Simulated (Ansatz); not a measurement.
Rows from a G0W0 calculation on MoSeS (2H monolayer) (Ansatz 0.2.0; G0W0 on LDA, plane waves, PAW; PAW set soft_1; 9×9×1 mesh, 154 empty bands, screening to 41 eV, PAW set soft_1 files), in eV. Spin-orbit coupling is left out.

```csv
row,Σx,Σc,Vxc,Z
A,-19.05,0.69,-18.89,0.73
B,-19.39,1.65,-18.11,0.72
C,-12.82,-3.98,-17.98,0.73
D,-14.85,-3.86,-19.93,0.72
E,-16.05,-3.39,-20.71,0.73
F,-13.47,-3.37,-17.95,0.74
```

**Question.** Which rows are filled states and which are empty ones, and how can one tell?

Filled: A and B. Empty: C, D, E and F. The sign of Σc tells: for a filled state bare exchange, which holds its interaction with itself, lies below Vxc (Σx − Vxc is -0.2 eV or lower here) and screening gives part back as a positive Σc. For an empty state Σx lies above Vxc (+4.5 eV or more) and the Coulomb hole leaves Σc negative.

[Paths, hosts, dates, memory and timing lines, banners, echoed tables and standing remarks are left out of the program output.]

[Logs are printed without paths, hosts, clocks, repeated set-up lines and the standing remarks that a program may print on its own settings, such as how far it seeks lower states.]

[Runs of the session that timed out or met a known fault of the program may be left out.]

[Cells called generated may have been cut or substituted from an entry of the Crystallography Open Database or the Materials Project.]

[Hosts, paths, dates, database ids (printed as entryN), source tags and the programs' standing remarks are cut or masked in the printed files.]
